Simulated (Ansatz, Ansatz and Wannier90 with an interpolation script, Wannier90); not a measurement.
# PbBrF (P4/nmm): quasiparticle bands by Wannier interpolation

G0W0 gives levels on a mesh alone; what do the bands of PbBrF (P4/nmm) look like between the points?

Method: LDA, Wannier functions and G0W0, plane waves, PAW, in Ansatz 0.2.0.

The database entry behind the starting cell is an old determination (1932), so it need not match the best structure at ambient conditions.

### Step 1. The structure

It takes space group P4/nmm (No. 129, tetragonal). Conventional cell: a = 4.180 Å, b = 4.180 Å, c = 7.590 Å, α = 90.00°, β = 90.00°, γ = 90.00°. Pb has 4 F at 2.56 Å and 5 Br at 3.18 to 3.45 Å nearest. Br has 5 Pb at 3.18 to 3.45 Å nearest. Nearest to F lie 4 Pb at 2.56 Å. Farther neighbours and most contacts between anions are not listed.

The cell and positions come from the Crystallography Open Database and are kept as given unless a step says otherwise. Spin-orbit coupling is left out unless a step names it. The default PAW set here is soft_2. Its files were made with PBE.

### Step 2. LDA bands

Levels along a band path, at the cheap level, show where the edges lie and whether the meshes to come will hold them.

This step: DFT, LDA, plane waves, PAW.

The input, input.yaml:

```yaml
crystal:
  lattice:
    - [4.18, 0.0, 0.0]
    - [0.0, 4.18, 0.0]
    - [0.0, 0.0, 7.59]
  atoms:
    - { symbol: Pb, position: [0.0, 0.5, 0.195] }
    - { symbol: Pb, position: [0.5, 0.0, 0.805] }
    - { symbol: Br, position: [0.0, 0.5, 0.65] }
    - { symbol: Br, position: [0.5, 0.0, 0.35] }
    - { symbol: F, position: [0.5, 0.5, 0.0] }
    - { symbol: F, position: [0.0, 0.0, 0.0] }
kpoints:
  mp_grid: { grid: [4, 4, 2] }
  band_path:
    path:
      - [[0.0, 0.0, 0.0], [0.0, 0.5, 0.0], [0.5, 0.5, 0.0], [0.0, 0.0, 0.0], [0.0, 0.0, 0.5], [0.0, 0.5, 0.5], [0.5, 0.5, 0.5], [0.0, 0.0, 0.5]]
      - [[0.0, 0.5, 0.0], [0.0, 0.5, 0.5]]
      - [[0.5, 0.5, 0.0], [0.5, 0.5, 0.5]]
    npoints: 10
hamiltonian:
  xc: lda
scf:
  occupations: { method: fermi_dirac, width: 0.02 }
  n_extra_bands: 70
output:
  eigenvalues: true
  forces: true
  stress: true
  fatbands: true
  write_density: true
  write_potential: true
  elf: true
  volumetric_format: npy
```

Started as:

```sh
$ ansatz run input.yaml --threads 8 --pin off --max-ram 18432MiB --backend cpu --events-out ev --progress --plain --runs-dir out
```

Numbers of over 12 decimals in the logs are rounded to 6 here.

What it wrote:

```text
scf.n_extra_bands = 70 over 28 filled bands (N_el = 56.0): the run solves 98 bands
Engine: ansatz 0.2.0, aarch64-unknown-linux-gnu
Pseudopotentials: kind: paw
Pseudopotential: Pb, paw, valence charge 14, recommended cutoff 420 eV (normal), Pb.paw.azcp
Pseudopotential: Br, paw, valence charge 7, recommended cutoff 420 eV (normal), Br.paw.azcp
Pseudopotential: F, paw, valence charge 7, recommended cutoff 420 eV (normal), F.paw.azcp
Functional definition: SPW92
  exchange = slater_x
  correlation = pw_c
Crystal: 6 atoms, lattice volume = 132.616 Å³
Basis set: ecut = 420 eV, 2577 PW (Γ)
Bands: 98, of which v1, the nominal top of the filled ones, is band 28 counted from 1 (27 counted from 0)
Symmetry: 16 space group operations
Space group: P4/nmm (ITA 129), of the structure as read, at distance tolerance 5.1e-5 Å
k-points: 12 of 32
Non-local potential: Pb, projectors of the file, l = 0: 2, l = 1: 2, l = 2: 2, l = 3: 2
Non-local potential: Br, projectors of the file, l = 0: 2, l = 1: 2, l = 2: 2
Non-local potential: F, projectors of the file, l = 0: 2, l = 1: 2, l = 2: 1
PAW form: soft (Blöchl's): semilocal exchange-correlation on the pseudo side does not see the compensation charge
PAW frozen core: Pb, regenerated for the run's functional, and the local potential with it (the file was generated under x = pbe(κ = 0.804, μ = 0.219515), c = pbe(β = 0.066725))
PAW frozen core: Br, regenerated for the run's functional, and the local potential with it (the file was generated under x = pbe(κ = 0.804, μ = 0.219515), c = pbe(β = 0.066725))
PAW frozen core: F, regenerated for the run's functional, and the local potential with it (the file was generated under x = pbe(κ = 0.804, μ = 0.219515), c = pbe(β = 0.066725))
PAW one-centre angular grid: Pb, 590 points (default); XC on 64 Gauss nodes
PAW one-centre angular grid: Br, 110 points (default); XC on 64 Gauss nodes
PAW one-centre angular grid: F, 110 points (default); XC on 64 Gauss nodes
Initial density: superposition of atomic densities (neutral atoms: chi_scale 0, normalization atom), corrected by the library's trained network
Initial wavefunctions: pseudopotential atomic-orbital guess
Functional: x = slater, c = lda
SCF iter   1: F=—  HF=-30184.196555 eV  |F-HF|=—  |Δ(HF+E_count)|=         —  Δρ=1.27e-2  dr2=1.63e-1  ethr=1.77e-3  ⟨swp⟩=6.4  Hψ=6170  notcnv=0  defer=534
preconditioner: auto → Resta (q_TF=auto, 2.363 Å⁻¹)  ε∞=1.6  [insulator: Δε(μ)=2.315 eV  Ē_g=30.404 eV  σ=0.020 eV  W_gap=1.00  n_scr=36 (ndim 8)  ℏωp=24.1 eV  f_vac=0.002  D(μ)=0.00/eV (n_scr^D=0)  ε∞_Penn≈1.6]
SCF iter   2: F=—  HF=-30184.156240 eV  |F-HF|=—  |Δ(HF+E_count)|=   4.03e-2  Δρ=4.41e-3  dr2=3.10e-2  ethr=2.91e-4  ⟨swp⟩=2.0  Hψ=1531  notcnv=0  defer=736
SCF iter   3: F=—  HF=-30184.149009 eV  |F-HF|=—  |Δ(HF+E_count)|=   7.23e-3  Δρ=1.20e-3  dr2=2.64e-3  ethr=5.53e-5  ⟨swp⟩=2.2  Hψ=677  notcnv=0  defer=764
SCF iter   4: F=—  HF=-30184.148214 eV  |F-HF|=—  |Δ(HF+E_count)|=   7.95e-4  Δρ=3.18e-4  dr2=2.37e-4  ethr=4.71e-6  ⟨swp⟩=2.1  Hψ=755  notcnv=0  defer=765
SCF iter   5: F=—  HF=-30184.148145 eV  |F-HF|=—  |Δ(HF+E_count)|=   6.91e-5  Δρ=6.77e-5  dr2=5.66e-6  ethr=4.23e-7  ⟨swp⟩=2.3  Hψ=573  notcnv=0  defer=765
SCF iter   6: F=—  HF=-30184.148144 eV  |F-HF|=—  |Δ(HF+E_count)|=   9.58e-7  Δρ=2.43e-5  dr2=7.46e-7  ethr=1.01e-8  ⟨swp⟩=2.8  Hψ=773  notcnv=0  defer=765
SCF iter   7: F=-30184.148144 eV  HF=-30184.148144 eV  |F-HF|=2.57e-8  |Δ(HF+E_count)|=   2.13e-7  Δρ=5.42e-6  dr2=3.50e-8  ethr=1.79e-10  ⟨swp⟩=20.0  Hψ=11520  notcnv=0
SCF 1 converged in 7 iterations: F = -30184.148144 eV  dr2 = 3.50e-8
[...]
NSCF: frozen V_eff on 93 k-points
SCF converged after 7 iterations
Free energy (F): -30184.148144 eV
Harris-Foulkes:  -30184.148144 eV  (|F-HF|=2.57e-8)
Internal energy: -30184.148144 eV  (E = F + TS)
E sigma→0 (E₀):  -30184.148144 eV
Fermi energy:    6.881668 eV
--- Per-component energies (eV) ---
  E_band       = -213.567527
  E_kinetic    = 1248.102369
  E_local      = -4383.610389  (includes V_loc(G=0)·N_el)
  E_nonlocal   = 1003.296542
  E_hartree    = 1708.008502
  E_xc         = -1117.488035
  E_vxc        = -679.270243  (∫ρ·V_xc dr)
  E_paw        = -24893.663538  (= ΣΔE_a)
  E_vpaw       = -818.103928  (= ΣTr[D̂ρ^β])
  E_aug_tail   = 0.004088  (compensation charges beyond the density's cutoff)
  E_ewald      = -3749.281781
  E_core_change = 0.484099  (= ΣΔE_core)
  E_smearing   = -0.000000  (= −TS)
  E_closure    = 0.000000  (closes the sum)
  Σ components = -30184.148144   (vs F -30184.148144, Δ=0.00e0)
--- Forces (eV/Å), atoms counted from 1 ---
  atom   1  Pb     0.00000000     0.00000000    -0.31386224
  atom   2  Pb     0.00000000     0.00000000     0.31386224
  atom   3  Br     0.00000000     0.00000000     0.01047494
  atom   4  Br     0.00000000     0.00000000    -0.01047494
  atom   5  F      0.00000000     0.00000000     0.00000000
  atom   6  F      0.00000000     0.00000000    -0.00000000
  max |Σ_I F_I| component: 2.08e-17 eV/Å
--- Stress (GPa, compression-positive) ---
       -3.792740       0.000000       0.000000
        0.000000      -3.792740       0.000000
        0.000000       0.000000      -3.447614
  P = ⅓ Tr σ = -3.6777 GPa (-36.777 kbar)
--- Band table (eV; the first three rows and the last of 12) ---
  k-point 0: bands = [... 24 lower, 4.1490, 4.7026, 4.7026, 5.3383, 9.1046, 10.0713, 11.4214, 11.4214, ... 66 higher]
  k-point 1: bands = [... 24 lower, 4.2458, 4.9160, 4.9160, 5.6951, 8.0682, 9.6804, 11.6204, 11.6204, ... 66 higher]
  k-point 2: bands = [... 24 lower, 4.5858, 4.8407, 5.1726, 5.4352, 9.5278, 10.2228, 10.3628, 10.6915, ... 66 higher]
  k-point 11: bands = [... 24 lower, 3.5642, 3.5642, 4.5646, 4.5646, 10.3023, 10.3023, 10.5214, 10.5214, ... 66 higher]
```

It took 18 s on 8 threads of Arm Neoverse N1, shared host; peak memory 1.1 GiB.

This step gave:

```yaml
pressure: -3.678 GPa
filled_bands: 28
gap: 2.373 eV
valence_top_at: Z
conduction_bottom_at: Z
least_direct_gap: 2.373 eV
```

The gap is direct, at (0.000, 0.000, 0.500).

Electronic bands along the path, in eV, zero at the top of the highest nominally filled band:

```
    point  band 25  band 26  band 27  band 28  band 29  band 30  band 31  band 32
        Γ    -1.55    -0.99    -0.99    -0.36     3.41     4.38     5.73     5.73
  halfway    -1.11    -0.85    -0.52    -0.26     3.83     4.53     4.67     5.00
        X    -0.89    -0.89    -0.36    -0.36     3.72     3.72     4.70     4.70
  halfway    -1.03    -1.03    -0.90    -0.90     4.29     4.29     4.71     4.71
        M    -1.34    -1.34    -0.75    -0.75     4.15     4.15     5.09     5.09
  halfway    -1.19    -0.63    -0.59    -0.51     3.92     4.60     4.74     5.09
        Γ    -1.55    -0.99    -0.99    -0.36     3.41     4.38     5.73     5.73
  halfway    -1.67    -0.87    -0.87    -0.18     2.84     4.24     5.80     5.80
        Z    -1.45    -0.78    -0.78     0.00     2.37     3.99     5.93     5.93
  halfway    -1.36    -0.73    -0.45    -0.38     3.33     3.76     4.97     5.32
        R    -0.90    -0.90    -0.38    -0.38     3.51     3.51     4.74     4.74
  halfway    -1.26    -1.26    -0.76    -0.76     3.51     3.51     5.24     5.24
        A    -2.13    -2.13    -1.13    -1.13     4.61     4.61     4.83     4.83
  halfway    -1.36    -0.76    -0.64    -0.47     3.09     4.67     4.82     4.91
        Z    -1.45    -0.78    -0.78     0.00     2.37     3.99     5.93     5.93
jump to X    -0.89    -0.89    -0.36    -0.36     3.72     3.72     4.70     4.70
  halfway    -0.90    -0.90    -0.37    -0.37     3.62     3.62     4.72     4.72
        R    -0.90    -0.90    -0.38    -0.38     3.51     3.51     4.74     4.74
jump to M    -1.34    -1.34    -0.75    -0.75     4.15     4.15     5.09     5.09
  halfway    -1.61    -1.61    -0.93    -0.93     4.36     4.36     4.95     4.95
        A    -2.13    -2.13    -1.13    -1.13     4.61     4.61     4.83     4.83
```

Electrostatic potential energy in the ac plane at fractional y = 0.000, with atoms of Pb and Br and F within 0.2 Å of it. With pseudopotentials it is smooth inside the atoms' cores, unlike the true potential.

Ten even steps from '0' (-57 eV) to '9' (12 eV), each cell a mean:
```
24899888899963
57998755678986
99986433347999
99984344336899
99984355435899
99985334336899
99987433358999
99998866789999
99999988899999
99999999999999
99999999999999
99999999999999
99999876789999
99998511269999
99996100028999
99996100028999
99997200048999
99998743579999
99999988899999
99999999999999
99999999999999
78999999999998
34899999999974
23799999999952
```
Columns run along a (4.2 Å; values clipped at the 3rd and 97th percentile), rows up along c (7.6 Å). Atoms in or near the plane, at fractional coordinates: Pb at (0.50, 0.80), Br at (0.50, 0.35), F at (0.00, 0.00).

Valence density in the ac plane at fractional y = 0.000, with atoms of Pb and Br and F within 0.2 Å of it. It is the smooth field of the valence electrons, not physical close to the nuclei.

Ten steps, logarithmic in the rise over the least value, from '0' (0 e/Å³) to '9' (12 e/Å³), each cell a mean:
```
98521122211368
65322344432246
32223567653223
11125788864211
00125799864210
00124688763200
00013566642100
00012234321000
00001112110000
00000011000000
00000111100000
00001122211000
00012344432100
00123444443100
00124443443200
00124432443210
00124444443210
00113444442100
00012233321100
00001111110000
22100000000012
54210000000134
87420000001257
98521000001379
```
Columns run along a (4.2 Å), rows up along c (7.6 Å). Atoms in or near the plane, at fractional coordinates: Pb at (0.50, 0.80), Br at (0.50, 0.35), F at (0.00, 0.00).

### Step 3. Overlaps and projections on 8×8×4

This step: overlaps and projections of LDA states for Wannier90, plane waves, PAW.

input.yaml, the sections that differ from step 2:

```yaml
kpoints:
  mp_grid: { grid: [4, 4, 2] }
scf:
  occupations: { method: fixed }
  n_extra_bands: 70
output:
  wannier:
    kmesh: [8, 8, 4]
    projections:
      - { species: Br, l: p, shell: 4 }
      - { species: F, l: p, shell: 2 }
      - { species: Pb, l: p, shell: 6 }
    minimise: false
    seedname: w
    disentanglement: { window: [1.01, 13.57], frozen_window: [1.01, 10.57] }
# crystal, hamiltonian: as in step 2
```

What it wrote:

```text
[...]
Crystal: 6 atoms, lattice volume = 132.616 Å³
Basis set: ecut = 420 eV, 2577 PW (Γ)
Bands: 98, of which v1, the nominal top of the filled ones, is band 28 counted from 1 (27 counted from 0)
Symmetry: 16 space group operations
[...]
k-points: 12 of 32
[...]
--- Band table (eV; the first three rows and the last of 12) ---
  k-point 0: bands = [... 24 lower, 4.1489, 4.7026, 4.7026, 5.3383, 9.1046, 10.0714, 11.4214, 11.4214, ... 66 higher]
  k-point 1: bands = [... 24 lower, 4.2458, 4.9160, 4.9160, 5.6951, 8.0683, 9.6804, 11.6205, 11.6205, ... 66 higher]
  k-point 2: bands = [... 24 lower, 4.5858, 4.8406, 5.1726, 5.4351, 9.5278, 10.2228, 10.3629, 10.6915, ... 66 higher]
  k-point 11: bands = [... 24 lower, 3.5641, 3.5641, 4.5646, 4.5646, 10.3023, 10.3023, 10.5214, 10.5214, ... 66 higher]
[key lines of the parts left out:]
SCF converged after 7 iterations
Free energy (F): -30184.148144 eV
Fermi energy:    5.695076 eV
```

Run time: 26 s. Hardware: 8 threads; peak memory 1.5 GiB; 3.1 min of CPU time.

(Continued in part 2 of 4.)

[Paths, hosts, dates, memory and timing lines, banners, echoed tables and standing remarks are left out of the program output.]

[Logs are printed without paths, hosts, clocks, repeated set-up lines and the standing remarks that a program may print on its own settings, such as how far it seeks lower states.]

[Runs of the session that timed out or met a known fault of the program may be left out.]

[Hosts, paths, dates, database ids (printed as entryN), source tags and the programs' standing remarks are cut or masked in the printed files.]
